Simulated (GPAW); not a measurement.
**BN: optical spectrum from first principles**

Aim: the dielectric function of BN, and the optical constants that follow from it. The cell comes from an older database entry, whose edges can differ from later determinations, mostly by under a per cent.

Calculated with GPAW 26.7.0; DFT, LDA, plane-wave PAW (GPAW data sets), scalar-relativistic, RPA, optical limit.

The database entry behind the starting cell differs from later determinations by our own check (about 0.3 % short, minor phase), so it need not match the best structure at ambient conditions.

## Step 1: The starting structure

Symmetry: P6_3/mmc, No. 194, hexagonal system. Conventional cell: a = 2.498 Å, b = 2.498 Å, c = 6.636 Å, α = 90.00°, β = 90.00°, γ = 120.00°. Nearest to N lie 3 B at 1.44 Å. Nearest to B lie 3 N at 1.44 Å. Farther neighbours and most contacts between anions are not listed.

## Step 2: Ground state

First the ground state: is it a metal or has it a gap?

This step: DFT, LDA, plane-wave PAW (GPAW data sets), scalar-relativistic, ground state (GPAW 26.7.0).

File gs.py:

```python
from ase import Atoms
from ase.dft.bandgap import bandgap
from gpaw import GPAW, PW, FermiDirac

atoms = Atoms(['N', 'N', 'B', 'B'],
              cell=[[2.498240000029, 0.000000000000, 0.000000000000],
                    [-1.249120000014, 2.163539304775, 0.000000000000],
                    [0.000000000000, 0.000000000000, 6.635700000000]],
              scaled_positions=[[0.666666666667, 0.333333333333, 0.250000000000],
                                [0.333333333333, 0.666666666667, 0.750000000000],
                                [0.666666666667, 0.333333333333, 0.750000000000],
                                [0.333333333333, 0.666666666667, 0.250000000000]],
              pbc=[True, True, True])
atoms.calc = GPAW(mode=PW(400), xc='LDA', kpts={'size': (12, 12, 4), 'gamma': True},
                  occupations=FermiDirac(0.05), maxiter=150, txt='gs.txt')
print('energy (eV)', atoms.get_potential_energy())
print('Fermi level (eV)', atoms.calc.get_fermi_level())
print('valence electrons', atoms.calc.get_number_of_electrons())
print('gap (eV)', bandgap(atoms.calc, output=None)[0])
print('direct gap (eV)', bandgap(atoms.calc, direct=True, output=None)[0])
atoms.calc.write('gs.gpw')
```

The run is started by

```console
$ OMP_NUM_THREADS=1 python gs.py
```

Numbers of over 12 decimals in the logs are rounded to 6 here.

The log of the run:

```text
__  _  _
 | _ |_)|_||  |
 |__||  | ||/\| - 26.7.0

Versions:
  Python: 3.12.14
  ASE:    3.29.0
  Numpy:  2.5.5
  Scipy:  1.18.1
  Libxc:  7.0.0

Input parameters:
  mode=PW(ecut=400.0),
  kpts=MonkhorstPack(size=(12, 12, 4), gamma=True),
  maxiter=150,
  occupations=Occupations(name='fermi-dirac', width=0.05, fixmagmom=False),
  xc=XC(name='LDA')

Diagonalizing LCAO Hamiltonian
Converting LCAO to pw mode

        N B

        B N

Atoms  # Å, Bohr magnetons
|   | symbol |         x |        y |        z |    initial magnetic moments |
| 0 |      N |  1.249120 | 0.721180 | 1.658925 | ( 0.0000,  0.0000,  0.0000) |
| 1 |      N | -0.000000 | 1.442360 | 4.976775 | ( 0.0000,  0.0000,  0.0000) |
| 2 |      B |  1.249120 | 0.721180 | 4.976775 | ( 0.0000,  0.0000,  0.0000) |
| 3 |      B | -0.000000 | 1.442360 | 1.658925 | ( 0.0000,  0.0000,  0.0000) |

Unit cell  # Å
| periodic |         x |        y |        z |  lengths |     angles |
|      yes |  2.498240 | 0.000000 | 0.000000 | 2.498240 |  90.000000 |
|      yes | -1.249120 | 2.163539 | 0.000000 | 2.498240 |  90.000000 |
|      yes |  0.000000 | 0.000000 | 6.635700 | 6.635700 | 120.000000 |

Number of symmetries: 12
Symmetry operations  # r_c * U_cc + t_c -> r_c
|    | kind |            matrix            |
|  0 |  σ   |  1, 1, 0,  0,-1, 0,  0, 0, 1 |
|  1 |  S6  |  1, 1, 0, -1, 0, 0,  0, 0,-1 |
|  2 |  E   |  1, 0, 0,  0, 1, 0,  0, 0, 1 |
|  3 |  C2  |  1, 0, 0, -1,-1, 0,  0, 0,-1 |
|  4 |  C2  |  0, 1, 0,  1, 0, 0,  0, 0,-1 |
|  5 |  C3  |  0, 1, 0, -1,-1, 0,  0, 0, 1 |
|  6 |  S6  |  0,-1, 0,  1, 1, 0,  0, 0,-1 |
|  7 |  σ   |  0,-1, 0, -1, 0, 0,  0, 0, 1 |
|  8 |  σ   | -1, 0, 0,  1, 1, 0,  0, 0, 1 |
|  9 |  i   | -1, 0, 0,  0,-1, 0,  0, 0,-1 |
| 10 |  C3  | -1,-1, 0,  1, 0, 0,  0, 0, 1 |
| 11 |  C2  | -1,-1, 0,  0, 1, 0,  0, 0,-1 |

BZ-sampling:
  Number of BZ points: 576
  Number of IBZ points: 69

  Monkhorst-Pack size: [12, 12, 4]
  Monkhorst-Pack shift: [0.041667, 0.041667, 0.125]

K-points  # in reciprocal-cell coordinates
|     |                                coordinates |     weight |
|   0 | ( -0.00000000,  -0.00000000,   0.00000000) | 0.00173611 |
|   1 | ( -0.00000000,  -0.00000000,   0.25000000) | 0.00347222 |
|   2 | ( -0.00000000,  -0.00000000,   0.50000000) | 0.00173611 |
|   3 | (  0.08333333,  -0.00000000,  -0.25000000) | 0.01041667 |
|   4 | (  0.08333333,  -0.00000000,   0.00000000) | 0.01041667 |
|   5 | (  0.08333333,  -0.00000000,   0.25000000) | 0.01041667 |
|   6 | (  0.08333333,  -0.00000000,   0.50000000) | 0.01041667 |
|   7 | (  0.16666667,  -0.08333333,   0.00000000) | 0.01041667 |
|   8 | (  0.16666667,  -0.08333333,   0.25000000) | 0.02083333 |
|   9 | (  0.16666667,  -0.08333333,   0.50000000) | 0.01041667 |
| ... |                                            |            |
|  68 | (  0.50000000,   0.50000000,   0.50000000) | 0.00520833 |

Plane wave coefficients: 664
Cutoff: 400.0 eV

Spin-components: 1 (collinear spins)
Bands:           14
Projectors:      20
Spin-degeneracy: 2
Datatype:        complex128

Parallelization:
  kpt:    1
  domain: 1
  band:   1

Density:
  Valence electrons: 16.0
  Components: 1
  Grid points: [12 12 32]
  Charge: 0.0  # |e|

Potential:
  Grid points: [12 12 32]

species:
  N:
    name:    Nitrogen
    id:
    Z:       7.0
    valence: 5
    core:    2
    charge:  0.0  # [|e|]
    compensation charges:
      type: gauss
      rc: 0.18  # [Å]
      lmax: 2
    cutoffs:
      filter: 1.11  # [Å]
      core: 0.96  # [Å]
    projectors
    | kind |    occ | energy [eV] | rcut [Å] |
    |   2s |  2.000 |     -18.420 |    0.603 |
    |   2p |  3.000 |      -7.237 |    0.529 |
    |    s |        |       8.791 |    0.603 |
    |    p |        |      19.974 |    0.529 |
    |    d |        |       0.000 |    0.577 |

    Using partial waves for N as LCAO basis

  B:
    name:    Boron
    id:
    Z:       5.0
    valence: 3
    core:    2
    charge:  0.0  # [|e|]
    compensation charges:
      type: gauss
      rc: 0.20  # [Å]
      lmax: 2
    cutoffs:
      filter: 1.14  # [Å]
      core: 1.42  # [Å]
    projectors
    | kind |    occ | energy [eV] | rcut [Å] |
    |   2s |  2.000 |      -9.383 |    0.635 |
    |   2p |  1.000 |      -3.714 |    0.635 |
    |    s |        |      17.828 |    0.635 |
    |    p |        |      23.498 |    0.635 |
    |    d |        |       0.000 |    0.635 |

    Using partial waves for B as LCAO basis

Reference energy: -4266.977455  # eV

eigensolver:
  PPCG
  Converge bands: occupied
  niter=2

density mixing:
  MSR1-Mixer
  Pratt-step length: 0.05
  Maximum mixing coefficient: 0.75
  Old densities: 10
  SVD Regularization: 0.005
  Good broyden scale: 1.0
  Trust region scale: 1.0
  Backstep threshold: 4.0
  History deletion threshold: 6.0
  Fourier metric: weight=20.0, sigma=0.015

occupation numbers:
  Fermi-Dirac:
    width: 0.0500  # eV

poisson solver:
  ecut: 3200.0  # eV

xc functional:
  name: None

convergence criteria:
- Maximum [total energy] change in last 3 cyles: 0.0005 eV / valence electron
- Maximum integral of absolute [dens]ity change: 0.0001 electrons / valence electron
- Maximum integral of absolute [eigenst]ate change: 4e-08 eV^2 / valence electron
maximum number of iterations: 150

SCF iterations
|iter     |      energy | eigst |  dens |
|iter:   1||  -37.096871 | +0.46 |       |
|iter:   2||  -36.639338 | -1.33 | -0.69 |
|iter:   3||  -34.524168 | -0.75 | -0.73 |
|iter:   4||  -34.461017 | -2.37 | -1.36 |
|iter:   5||  -34.456897 | -3.31 | -1.85 |
|iter:   6||  -34.456622c| -4.54 | -2.46 |
|iter:   7||  -34.456621c| -6.20 | -3.56 |
|iter:   8||  -34.456621c| -7.65c| -4.04c|

Converged in 8 steps
SCF loop duration: 6.557 s (0.820 s/step)
Energy contributions relative to reference atoms: (reference = -4266.977455)

Energy contributions:
  Kinetic:          18.338701
  Coulomb:         -15.607560
  Zero:             -0.144999
  External:          0.000000
  Xc:              -37.042763
  Entropy:          -0.000000
  Spinorbit:         0.000000
  ----------------------------
  Free energy:     -34.456621
  Extrapolated:    -34.456621

dipole moment: (0.000001, 0.000002, 0.000007)  # |e|*Ang

Fermi level: 4.970
Eigenvalues  # (at kpt = [-0.000, -0.000, 0.000])
| band index |      eig [eV] | occ [0-2] |
|          0 |       -14.084 |     2.000 |
|          1 |       -13.781 |     2.000 |
|          2 |        -2.532 |     2.000 |
|          3 |        -0.255 |     2.000 |
|          4 |         2.665 |     2.000 |
|          5 |         2.665 |     2.000 |
|          6 |         2.694 |     2.000 |
|          7 |         2.695 |     2.000 |
|          8 |         8.686 |     0.000 |
|          9 |        14.061 |     0.000 |
|         10 |        15.358 |     0.000 |
|         11 |        15.358 |     0.000 |
|         12 |        16.001 |     0.000 |
|         13 |        17.027 |     0.000 |

Gap: 3.960 eV
Transition (v -> c):
  (s=0, k=49, n=7, [0.42, 0.33, 0.00]) -> (s=0, k=66, n=8, [0.50, 0.50, 0.00])
Direct/indirect transitions are different
Direct gap: 4.416 eV
Transition at: (s=0, k=52, n=7, [0.42, 0.42, 0.00])

--- standard output ---
energy (eV) -34.456621
Fermi level (eV) 4.970157
valence electrons 16.0
gap (eV) 3.960038
direct gap (eV) 4.416080
```

Wall time 8.5 s (1 thread of Arm Neoverse V2, shared host); peak memory 0.14 GiB.

Numbers from this step:

```
energy                 : -34.46 eV
Fermi energy           : 4.970 eV
gap on the k-mesh      : 3.960 eV
direct gap on the mesh : 4.416 eV
electrons              : 16
```

There is a gap, 3.96 eV on this mesh (points off the mesh can give less), so no carriers' term is needed.

## Step 3: Bands for the response

The response needs many more empty bands than the density does.

This step: DFT, LDA, plane-wave PAW (GPAW data sets), scalar-relativistic, bands at fixed density (GPAW 26.7.0).

File nscf.py:

```python
from ase.dft.bandgap import bandgap
from gpaw import GPAW, FermiDirac

calc = GPAW('gs.gpw').fixed_density(kpts={'size': (18, 18, 6), 'gamma': True}, nbands=34, convergence={'bands': 28},
                                    occupations=FermiDirac(0.001), txt='nscf.txt')
print('gap (eV)', bandgap(calc, output=None)[0])
print('direct gap (eV)', bandgap(calc, direct=True, output=None)[0])
print('top band over the Fermi level (eV)', min(calc.get_eigenvalues(kpt=k)[27] for k in range(len(calc.get_ibz_k_points()))) - calc.get_fermi_level())
calc.write('full.gpw', mode='all')
```

The run is started by

```console
$ OMP_NUM_THREADS=1 python nscf.py
```

The log of the run:

```text
Diagonalizing LCAO Hamiltonian
Converting LCAO to pw mode
convergence criteria:
- Maximum integral of absolute [eigenst]ate change: 4e-08 eV^2 / valence electron
maximum number of iterations: 150

SCF iterations
|iter     |      energy | eigst |  dens |
|iter:   1||             | +2.89 |       |
|iter:   2||             | +1.33 |       |
|iter:   3||             | -0.29 |       |
|iter:   4||             | -1.75 |       |
|iter:   5||             | -3.29 |       |
|iter:   6||             | -4.62 |       |
|iter:   7||             | -5.98 |       |
|iter:   8||             | -7.02 |       |
|iter:   9||             | -7.79c|       |
SCF steps: 9
  __  _  _
 | _ |_)|_||  |
 |__||  | ||/\| - 26.7.0

Versions:
  Python: 3.12.14
  ASE:    3.29.0
  Numpy:  2.5.5
  Scipy:  1.18.1
  Libxc:  7.0.0

Input parameters:
  mode=PW(ecut=400.0),
  convergence={'bands': 28},
  gpts=array([12, 12, 32]),
  kpts=MonkhorstPack(size=(18, 18, 6), gamma=True),
  maxiter=150,
  nbands=34,
  occupations=Occupations(name='fermi-dirac', width=0.001, fixmagmom=False),
  parallel={},
  xc=XC(name='LDA')

--- standard output ---
gap (eV) 3.930788
direct gap (eV) 4.406575
top band over the Fermi level (eV) 28.760946
```

Wall time 57 s (1 thread); peak memory 0.23 GiB.

Read-outs, printed or worked out from the files:

- gap on the k-mesh: 3.931 eV
- direct gap on the mesh: 4.407 eV

## Step 4: Dielectric function, RPA

Transitions between filled and empty bands, summed over the zone, give the optical response, so mesh, band count and broadening shape it.

The induced potential is part of this response.

This step: DFT, LDA, plane-wave PAW (GPAW data sets), scalar-relativistic, RPA, optical limit (GPAW 26.7.0).

File df.py:

```python
from gpaw.response.df import DielectricFunction

df = DielectricFunction('full.gpw', frequencies={'type': 'nonlinear', 'domega0': 0.03, 'omega2': 8},
                        ecut=50,
                        eta=0.1,
                        nbands=28,
                        txt='df.txt')
for direction in ['x', 'z']:
    df.get_dielectric_function(xc='RPA', direction=direction, filename=f'df_{direction}.csv')
```

The run is started by

```console
$ OMP_NUM_THREADS=1 python df.py
```

The log of the run:

```text
Using integrator: PointIntegrator
NonLinearFrequencyDescriptor(from 0.000 to 52.232 eV, 471 points)
Nonperiodic BCs:  [False False False]
Using integrator: PointIntegrator
NonLinearFrequencyDescriptor(from 0.000 to 52.232 eV, 471 points)
Nonperiodic BCs:  [False False False]

Calculating chi0 body with:
    Ground state adapter containing:
    Number of spins: 1
    Number of kpoints: 1944
    Number of irreducible kpoints: 202
    Number of completely occupied states: 8
    Number of partially occupied states: 8

    Linear response parametrization:
    q_c: [0.0, 0.0, 0.0]
    Number of frequency points: 471
    Planewave cutoff: 50.0
    Number of bands: 28
    Number of planewaves: 37
    Broadening (eta): 0.1

Integrating chi0 body.

Symmetries of q_c:
    Direct symmetries (Uq -> q): 12
    Indirect symmetries (TUq -> q): 0
In total 12 allowed symmetries.

202 groups of equivalent kpoints. 89.609053% reduction.

Integral kind: spectral function

Calculating chi0 optical extensions with:
    Ground state adapter containing:
    Number of spins: 1
    Number of kpoints: 1944
    Number of irreducible kpoints: 202
    Number of completely occupied states: 8
    Number of partially occupied states: 8

    Linear response parametrization:
    Number of frequency points: 471
    Planewave cutoff: 50.0
    Number of bands: 28
    Number of planewaves: 37
    Broadening (eta): 0.1
Integrating chi0 head and wings.

Symmetries of q_c:
    Direct symmetries (Uq -> q): 12
    Indirect symmetries (TUq -> q): 0
In total 12 allowed symmetries.

202 groups of equivalent kpoints. 89.609053% reduction.

Integral kind: spectral function wings
```

Run time: 8.6 s. Hardware: 1 thread; peak memory 0.23 GiB.

This step gave:

* electronic dielectric constant ε∞, mean over x, y and z (by symmetry where fewer were run): 4.165
* main peak of Im epsilon, first axis: 5.460 eV

Some rows of df_x.csv (energy; Re and Im without local fields; Re and Im with them):

```text
0.000000, 5.135549, 0.000000, 4.897359, 0.000000
0.555532, 5.164039, 0.010376, 4.923215, 0.009414
1.143969, 5.260521, 0.022872, 5.010683, 0.020718
1.768324, 5.454363, 0.040367, 5.185988, 0.036445
2.431988, 5.810167, 0.069874, 5.506288, 0.062707
3.138794, 6.497825, 0.135153, 6.119929, 0.119882
3.893091, 8.200411, 0.395960, 7.609415, 0.341142
4.699832, 10.883271, 6.534607, 10.173638, 5.354615
5.564682, 1.054556, 13.027242, 2.391847, 12.523990
6.494155, -1.697323, 3.777579, -1.544232, 3.925058
7.495775, 0.373794, 2.103835, 0.432949, 2.098226
8.578281, 1.435962, 1.092827, 1.420332, 1.074682
9.751884, 2.376994, 0.739383, 2.305076, 0.727734
11.028587, 3.447746, 1.003242, 3.261012, 0.926907
12.422601, 6.476457, 1.680011, 5.900866, 1.362010
13.950874, 1.665095, 8.843954, 2.048085, 8.232302
15.633783, -1.723397, 4.404236, -1.396203, 4.399677
17.496047, -1.478075, 2.107766, -1.353236, 2.184273
19.567954, -0.978801, 1.358605, -0.865802, 1.517304
21.887015, -0.608958, 0.787076, -0.590872, 0.903873
24.500258, -0.130244, 0.430101, -0.125295, 0.500852
```

The Im ε has structure finer than the step of the table below, so its rows give means over 1 eV, whole bins alone (the curve runs from 0 to 25.0 eV). Peaks (eV: height): E ∥ x 5.5: 13.5, 14.0: 8.23; E ∥ z 5.0: 1.38, 9.8: 7.68, 11.0: 3.82, 15.0: 3.08.

Values under the direct gap are tails of Lorentzian lines. Table of Im ε by photon energy; means over each step:

```csv
photon energy (eV),E ∥ x,E ∥ z
1,0.0181,0.00436
2,0.0453,0.0105
3,0.111,0.0244
4,0.871,0.238
5,7.30,1.20
6,7.89,0.752
7,2.75,0.465
8,1.45,0.414
9,0.928,1.95
10,0.705,4.62
11,0.864,2.76
12,0.902,1.48
13,4.90,1.15
14,7.27,1.38
15,4.68,2.34
16,3.32,1.27
17,2.85,0.656
18,2.08,1.01
19,1.74,1.07
20,1.37,0.986
21,1.21,0.769
22,0.890,0.477
23,0.794,0.584
24,0.580,0.533
```

The Re ε by photon energy:

```csv
photon energy (eV),E ∥ x,E ∥ z
0.0,4.90,2.70
0.5,4.92,2.71
1.0,4.98,2.72
1.5,5.10,2.75
2.0,5.28,2.79
2.5,5.55,2.85
3.0,5.97,2.95
3.5,6.65,3.10
4.0,8.01,3.40
4.5,10.2,3.78
5.0,7.79,2.87
5.5,4.11,2.41
6.0,-0.103,2.47
6.5,-1.51,2.58
7.0,-0.820,2.75
7.5,0.433,3.09
8.0,0.448,3.45
8.5,1.35,4.20
9.0,1.50,5.55
9.5,1.94,5.44
10.0,2.37,0.453
10.5,2.87,1.08
11.0,3.24,-0.0523
11.5,3.45,0.523
12.0,4.38,0.309
12.5,6.23,1.03
13.0,6.82,1.21
13.5,3.34,1.40
14.0,1.55,1.51
14.5,-1.43,1.77
15.0,-0.0619,1.14
15.5,-0.920,0.0252
16.0,-1.06,0.0628
16.5,-0.737,0.261
17.0,-0.478,0.712
17.5,-1.34,0.944
18.0,-1.23,1.11
18.5,-0.811,0.832
19.0,-0.558,0.632
19.5,-0.852,0.774
20.0,-0.536,0.506
20.5,-0.489,0.657
21.0,-0.605,0.472
21.5,-0.508,0.543
22.0,-0.506,0.599
22.5,-0.331,0.877
23.0,-0.256,0.891
23.5,-0.392,0.769
24.0,-0.255,0.787
24.5,-0.125,0.842
```

The Im ε, E ∥ x has structure finer than the step of the table below, so its rows give means over 1 eV, whole bins alone (the curve runs from 0 to 25.0 eV). Peaks (eV: height): without local fields 5.4: 15.0, 14.0: 8.84; with local fields 5.5: 13.5, 14.0: 8.23.

Values under the direct gap are tails of Lorentzian lines. Table of Im ε, E ∥ x by photon energy; means over each step:

```csv
photon energy (eV),without local fields,with local fields
1,0.0199,0.0181
2,0.0503,0.0453
3,0.125,0.111
4,1.05,0.871
5,8.54,7.30
6,7.93,7.89
7,2.73,2.75
8,1.45,1.45
9,0.949,0.928
10,0.728,0.705
11,0.927,0.864
12,1.06,0.902
13,5.78,4.90
14,7.61,7.27
15,4.75,4.68
16,3.28,3.32
17,2.80,2.85
18,2.01,2.08
19,1.64,1.74
20,1.24,1.37
21,1.09,1.21
22,0.787,0.890
23,0.717,0.794
24,0.510,0.580
```

The reflectivity at normal incidence has structure finer than the step of the table below, so its rows give means over 1 eV, whole bins alone (the curve runs from 0 to 25.0 eV). Peaks (eV: height): E ∥ x 5.7: 43.6, 14.5: 40.0, 15.7: 40.4, 17.5: 39.2, 18.0: 38.2, 19.6: 34.8, 21.9: 35.5; E ∥ z 4.5: 11.9, 9.8: 34.5, 11.0: 27.5, 11.9: 16.8, 15.6: 20.4, 19.9: 8.42.

Reflectivity at normal incidence against photon energy; means over each step:

| photon energy (eV) | E ∥ x (%) | E ∥ z (%) |
| --- | --- | --- |
| 1 | 14.6 | 6.02 |
| 2 | 15.5 | 6.32 |
| 3 | 17.7 | 7.00 |
| 4 | 23.6 | 9.23 |
| 5 | 32.8 | 8.98 |
| 6 | 40.1 | 6.26 |
| 7 | 25.8 | 6.85 |
| 8 | 10.4 | 9.30 |
| 9 | 4.18 | 17.4 |
| 10 | 5.71 | 24.5 |
| 11 | 8.56 | 20.5 |
| 12 | 13.6 | 11.2 |
| 13 | 26.0 | 5.48 |
| 14 | 34.1 | 6.68 |
| 15 | 33.2 | 15.6 |
| 16 | 34.1 | 16.4 |
| 17 | 31.3 | 4.41 |
| 18 | 34.6 | 4.77 |
| 19 | 28.9 | 6.41 |
| 20 | 31.2 | 7.01 |
| 21 | 30.5 | 6.33 |
| 22 | 32.5 | 2.96 |
| 23 | 26.9 | 2.28 |
| 24 | 31.0 | 2.29 |

Table of refractive index n and extinction k by photon energy:

```csv
photon energy (eV),"n, E ∥ x","k, E ∥ x","n, E ∥ z","k, E ∥ z"
0,2.21,0,1.64,0
2,2.30,0.00959,1.67,0.00307
4,2.83,0.0763,1.84,0.0272
6,1.95,1.98,1.59,0.264
8,0.962,0.690,1.86,0.105
10,1.56,0.246,1.46,1.30
12,2.10,0.182,0.950,0.769
14,2.21,1.82,1.34,0.527
16,0.990,1.43,0.755,0.710
18,0.849,1.40,1.16,0.480
20,0.668,0.992,0.906,0.562
22,0.482,0.859,0.821,0.272
24,0.439,0.669,0.933,0.290
```

From ε follow the optical constants at some laser and lamp lines:

```
wavelength (nm)   n x    k x  R (%) x   1/α x   n z    k z  R (%) z   1/α z
           1550  2.23  0.003     14.4   40 µm  1.65  0.001      6.0  120 µm
           1064  2.24  0.005     14.6   18 µm  1.65  0.002      6.0   55 µm
            800  2.26  0.007     15.0  9.5 µm  1.66  0.002      6.1   29 µm
            633  2.29  0.009     15.4  5.4 µm  1.67  0.003      6.3   17 µm
            532  2.33  0.012     16.0  3.4 µm  1.68  0.004      6.5   11 µm
            248  3.02  1.160     31.0   17 nm  1.74  0.393      9.1   50 nm
            193  1.27  1.832     40.4  8.4 nm  1.60  0.176      5.7   87 nm
```

Below the direct gap, k and the depth come from the tails of the Lorentzian lines, not from transitions.

Rows near the edge hang on the gap, which this functional as a rule makes too small, and phonon-assisted absorption is left out.

At 1064 nm the birefringence n(z) − n(x) is -0.587: the crystal is uniaxial negative at this level.

## Step 5: What came out

| Quantity | Value |
| --- | --- |
| electronic dielectric constant ε∞, mean over x, y and z (by symmetry where fewer were run) (RPA) | 4.17 |
| main peak of Im epsilon, first axis | 5.46 eV |

At this level (LDA, RPA) BN has a mean ε∞ = 4.17 and n = 2.23 at 1550 nm (E ∥ x), and Im ε peaks at 5.5 eV (E ∥ x). On the mesh the gap is 3.93 eV and the least direct gap 4.41 eV, so on this mesh the band edges lie at different points. Local fields change the static value along x from 5.14 to 4.90 (-5 %). Distinct maxima of Im ε, read by a parabola through the highest points, lie at 4.96 eV (7.1), 5.46 eV (14), 13.37 eV (7.7) and 13.95 eV (8.2) for E ∥ x. The static values by axis are 4.90 (x), 2.70 (z). At 1064 nm the birefringence n(z) − n(x) is -0.587: the crystal is uniaxial negative at this level. Excitons and phonon-assisted transitions are missing; LDA gaps are as a rule too small, which pulls the onset down and ε∞ up. The sum runs over mesh points, so small or evenly spaced maxima can still be ripples of the mesh.

[Machine, clock and banner lines and Python warnings are left out of the logs.]

[Logs are printed without paths, hosts, clocks, repeated set-up lines and the standing remarks that a program may print on its own settings, such as how far it seeks lower states.]

[Hosts, paths, dates, database ids (printed as entryN), source tags and the programs' standing remarks are cut or masked in the printed files.]
